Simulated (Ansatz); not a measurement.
# The perfect C wire along [100], 25 atoms a period, H-terminated, part 2 of 2

What gap, if any, does the C wire along [100], 25 atoms a period, H-terminated have, and how does it change with the functional?

Ansatz 0.2.0; DFT PBE, plane waves, PAW; relaxation of a wire's period; PAW set soft_1 (the session's first sound run).

So far. Step 2 (The relaxed wire): The cell's length comes to 3.671 Å with spin left out.

## (3) The perfect wire

This step: DFT PBE, plane waves, PAW; bands of a perfect wire; PAW set soft_1 (Ansatz 0.2.0).

At the relaxed period the bands are computed along the axis; those that cross an energy going forward count the channels that a perfect wire would open there.

Input file input.yaml:

```yaml
crystal:
  lattice:
    - [15.233, 0.0, 0.0]
    - [0.0, 15.233, 0.0]
    - [0.0, 0.0, 3.6705896456]
  atoms:
    - { symbol: C, position: [0.381898627, 0.500008685, 0.0] }
    - { symbol: C, position: [0.500008685, 0.381898627, 0.0] }
    - { symbol: C, position: [0.500008685, 0.618118743, 0.0] }
    - { symbol: C, position: [0.618118743, 0.500008685, 0.0] }
    - { symbol: H, position: [0.282452981, 0.399107962, 0.095138035] }
    - { symbol: H, position: [0.399107962, 0.282452981, 0.095138035] }
    - { symbol: H, position: [0.600909408, 0.717564389, 0.095138035] }
    - { symbol: H, position: [0.717564389, 0.600909408, 0.095138035] }
    - { symbol: C, position: [0.324884352, 0.4426692, 0.256420119] }
    - { symbol: C, position: [0.4426692, 0.324884352, 0.256420119] }
    - { symbol: C, position: [0.441033558, 0.558983812, 0.248179081] }
    - { symbol: C, position: [0.558983812, 0.441033558, 0.248179081] }
    - { symbol: C, position: [0.557348171, 0.675133019, 0.256420119] }
    - { symbol: C, position: [0.675133019, 0.557348171, 0.256420119] }
    - { symbol: H, position: [0.223134454, 0.541758295, 0.335769968] }
    - { symbol: H, position: [0.340995651, 0.659021719, 0.346793082] }
    - { symbol: H, position: [0.458259075, 0.776882917, 0.335769968] }
    - { symbol: H, position: [0.541758295, 0.223134454, 0.335769968] }
    - { symbol: H, position: [0.659021719, 0.340995651, 0.346793082] }
    - { symbol: H, position: [0.776882917, 0.458259075, 0.335769968] }
    - { symbol: C, position: [0.266804156, 0.500008685, 0.5] }
    - { symbol: C, position: [0.384169708, 0.384169708, 0.492805411] }
    - { symbol: C, position: [0.384169708, 0.615847662, 0.507194589] }
    - { symbol: C, position: [0.500008685, 0.266804156, 0.5] }
    - { symbol: C, position: [0.500008685, 0.500008685, 0.5] }
    - { symbol: C, position: [0.500008685, 0.733213214, 0.5] }
    - { symbol: C, position: [0.615847662, 0.384169708, 0.507194589] }
    - { symbol: C, position: [0.615847662, 0.615847662, 0.492805411] }
    - { symbol: C, position: [0.733213214, 0.500008685, 0.5] }
    - { symbol: H, position: [0.223134454, 0.458259075, 0.664230032] }
    - { symbol: H, position: [0.340995651, 0.340995651, 0.653206918] }
    - { symbol: H, position: [0.458259075, 0.223134454, 0.664230032] }
    - { symbol: H, position: [0.541758295, 0.776882917, 0.664230032] }
    - { symbol: H, position: [0.659021719, 0.659021719, 0.653206918] }
    - { symbol: H, position: [0.776882917, 0.541758295, 0.664230032] }
    - { symbol: C, position: [0.324884352, 0.557348171, 0.743579881] }
    - { symbol: C, position: [0.441033558, 0.441033558, 0.751820919] }
    - { symbol: C, position: [0.4426692, 0.675133019, 0.743579881] }
    - { symbol: C, position: [0.557348171, 0.324884352, 0.743579881] }
    - { symbol: C, position: [0.558983812, 0.558983812, 0.751820919] }
    - { symbol: C, position: [0.675133019, 0.4426692, 0.743579881] }
    - { symbol: H, position: [0.282452981, 0.600909408, 0.904861965] }
    - { symbol: H, position: [0.399107962, 0.717564389, 0.904861965] }
    - { symbol: H, position: [0.600909408, 0.282452981, 0.904861965] }
    - { symbol: H, position: [0.717564389, 0.399107962, 0.904861965] }
kpoints:
  mp_grid: { grid: [1, 1, 22] }
  band_path: { path: ["Γ", Z], npoints: 90 }
scf:
  occupations: { method: fermi_dirac, width: 0.05 }
hamiltonian:
  xc: pbe
  pseudopotentials: { kind: paw, azcp: { folder: soft_1 } }
output:
  dos: { e_range: [-5, 4] }
  write_potential: true
  write_density: true
  volumetric_format: npy
```

The run is started by

```bash
$ ansatz run input.yaml --threads 8 --pin off --max-ram 16384MiB --backend cpu --events-out ev --progress --plain --runs-dir out
```

Numbers of over 12 decimals in the logs are rounded to 6 here.

What it wrote:

```text
[...]
Crystal: 45 atoms, lattice volume = 851.739 Å³
Basis set: ecut = 420 eV, 16613 PW (Γ)
Bands: 105, of which v1, the nominal top of the filled ones, is band 60 counted from 1 (59 counted from 0)
Symmetry: 8 space group operations
[...]
k-points: 12 of 22
[...]
SCF iter   1: F=—  HF=-6612.391585 eV  |F-HF|=—  |Δ(HF+E_count)|=         —  Δρ=7.74e-2  dr2=5.56e1  ethr=3.10e-3  ⟨swp⟩=7.8  Hψ=6887  notcnv=0  defer=156
[...]
SCF iter   9: F=-6592.906768 eV  HF=-6592.906768 eV  |F-HF|=7.18e-9  |Δ(HF+E_count)|=   6.94e-7  Δρ=1.94e-6  dr2=3.86e-8  ethr=8.33e-11  ⟨swp⟩=25.6  Hψ=11680  notcnv=0
SCF 1 converged in 9 iterations: F = -6592.906768 eV  dr2 = 3.86e-8
[...]
NSCF: frozen V_eff on 91 k-points
WARN: The output density's exchange-correlation potential varies sharply where the density is thin. Do not read a vacuum level from v_tot or v_xc, or from such a field of the output density. On a cell that repeats whose density bears no net charge and no dipole along the vacuum's axis use v_es (v_loc + v_h of the components); under efield.dipole_correction with no amplitude use v_es + v_field, which holds any externa [...]
SCF converged after 9 iterations
Free energy (F): -6592.906768 eV
[...]
Internal energy: -6592.906768 eV  (E = F + TS)
E sigma→0 (E₀):  -6592.906768 eV
Fermi energy:    0.370109 eV
[...]
--- Band table (eV; the first three rows and the last of 12) ---
  k-point 0: bands = [... 56 lower, -2.2868, -2.2437, -1.2474, -1.2474, 1.9680, 2.5342, 2.5342, 2.5415, ... 41 higher]
  k-point 1: bands = [... 56 lower, -2.3031, -2.1971, -1.2941, -1.2941, 1.9936, 2.5574, 2.5574, 2.5658, ... 41 higher]
  k-point 2: bands = [... 56 lower, -2.3510, -2.0873, -1.4274, -1.4274, 2.0688, 2.6259, 2.6259, 2.6375, ... 41 higher]
  k-point 11: bands = [... 56 lower, -3.4024, -3.3519, -2.9428, -2.9428, 4.2465, 4.6469, 4.7282, 4.7401, ... 41 higher]
```

Wall time 45 s (8 threads of AMD EPYC 9B45 (Zen 5), shared host); peak memory 6.3 GiB.

The column dr2 measures how far the density is from self-consistency, as an energy; F and HF (Harris–Foulkes) agree once it is small.

Numbers from this step:

```yaml
band_gap: 3.215 eV
```

Electronic bands along the path, in eV, zero at the Fermi level; v1 is the highest filled band, c1 the lowest empty one:

```tsv
point	v4	v3	v2	v1	c1	c2	c3	c4
Γ	-2.66	-2.61	-1.62	-1.62	1.60	2.16	2.16	2.17
halfway	-3.11	-2.62	-2.62	-2.25	2.29	2.82	2.82	2.83
Z	-3.77	-3.72	-3.31	-3.31	3.88	4.28	4.36	4.37
```

The gap is 3.22 eV, with spin left out.

The path shows a direct gap of 3.22 eV (valence top at Γ, conduction bottom at Γ).

## (4) Another level of theory, cutoff 500 eV, k-mesh 1×1×17

This step: DFT r2SCAN, plane waves, PAW; bands of a perfect wire at the PBE geometry; PAW set soft_1 (Ansatz 0.2.0).

The atoms stay at the PBE geometry and the functional changes. r2SCAN also reads the kinetic-energy density; it often gives larger moments and wider gaps than PBE, at a higher cost. Against the first PBE run of this kind, the cutoff is 500 eV against 420 and the mesh along the wire has 17 points against 22.

input.yaml, as its differences from that of step 3:

```diff
@@ -52,3 +52,3 @@
 kpoints:
-  mp_grid: { grid: [1, 1, 22] }
+  mp_grid: { grid: [1, 1, 17] }
   band_path: { path: ["Γ", Z], npoints: 90 }
@@ -57,8 +57,3 @@
 hamiltonian:
-  xc: pbe
+  xc: r2scan
   pseudopotentials: { kind: paw, azcp: { folder: soft_1 } }
-output:
-  dos: { e_range: [-5, 4] }
-  write_potential: true
-  write_density: true
-  volumetric_format: npy
```

What it wrote:

```text
[...]
Crystal: 45 atoms, lattice volume = 851.739 Å³
Basis set: ecut = 500 eV, 21733 PW (Γ), exchange–correlation on 480×480×108 points (64 copies of the dense FFT grid, shifted against one another)
Bands: 105, of which v1, the nominal top of the filled ones, is band 60 counted from 1 (59 counted from 0)
Symmetry: 8 space group operations
[...]
k-points: 9 of 17
[...]
SCF iter   1: F=—  HF=-6626.856486 eV  |F-HF|=—  |Δ(HF+E_count)|=         —  Δρ=7.47e-2  dr2=5.07e1  dr2_τ=7.73e0  ethr=3.10e-3  ⟨swp⟩=8.2  Hψ=5339  notcnv=0  defer=140
[...]
SCF iter   9: F=-6612.802283 eV  HF=-6612.802283 eV  |F-HF|=3.41e-8  |Δ(HF+E_count)|=   5.55e-7  Δρ=1.44e-6  dr2=1.27e-8  dr2_τ=2.06e-9  ethr=8.33e-11  ⟨swp⟩=24.9  Hψ=8868  notcnv=0
SCF 1 converged in 9 iterations: F = -6612.802283 eV  dr2 = 1.27e-8
[...]
SCF converged after 9 iterations
Free energy (F): -6612.802283 eV
[...]
Internal energy: -6612.802283 eV  (E = F + TS)
E sigma→0 (E₀):  -6612.802283 eV
Fermi energy:    0.525112 eV
[...]
--- Band table (eV; the first three rows and the last of 9) ---
  k-point 0: bands = [... 56 lower, -2.4714, -2.3933, -1.3744, -1.3744, 2.4048, 2.9929, 2.9929, 3.0552, ... 41 higher]
  k-point 1: bands = [... 56 lower, -2.4998, -2.3187, -1.4550, -1.4550, 2.4491, 3.0328, 3.0328, 3.0986, ... 41 higher]
  k-point 2: bands = [... 56 lower, -2.5837, -2.1643, -1.6780, -1.6780, 2.5771, 3.1499, 3.1499, 3.2236, ... 41 higher]
  k-point 8: bands = [... 56 lower, -3.6175, -3.4103, -3.1150, -3.1150, 4.5757, 5.0567, 5.1394, 5.1394, ... 41 higher]
```

Wall time 64 s (8 threads); peak memory 9.1 GiB; 8.2 min of CPU time.

This step gave:

```
band gap : 3.779 eV
```

Electronic bands along the path, in eV, zero at the Fermi level; v1 is the highest filled band, c1 the lowest empty one:

```tsv
point	v4	v3	v2	v1	c1	c2	c3	c4
Γ	-3.00	-2.92	-1.90	-1.90	1.88	2.47	2.47	2.53
halfway	-3.47	-2.94	-2.94	-2.56	2.59	3.14	3.15	3.15
Z	-4.15	-4.11	-3.69	-3.69	4.16	4.56	4.71	4.72
```

The gap is 3.78 eV, against 3.22 eV under PBE at the relaxed period.

## (5) Results

| Quantity | Value |
| --- | --- |
| cell length, PBE | 3.671 Å |
| gap, PBE | 3.22 eV |
| gap, r2SCAN | 3.78 eV |

What this shows: Under PBE the cell's length is 3.67 Å, and a gap of 3.22 eV makes it a semiconductor. At the relaxed period the wire is gapped under every functional, from 3.22 eV (PBE) to 3.78 eV (r2SCAN). Weak screening in one dimension makes quasiparticle gaps larger than the semilocal gaps, as a rule.

[Logs are printed without paths, hosts, clocks, repeated set-up lines and the standing remarks that a program may print on its own settings, such as how far it seeks lower states.]

[Hosts, paths, dates, database ids (printed as entryN), source tags and the programs' standing remarks are cut or masked in the printed files.]
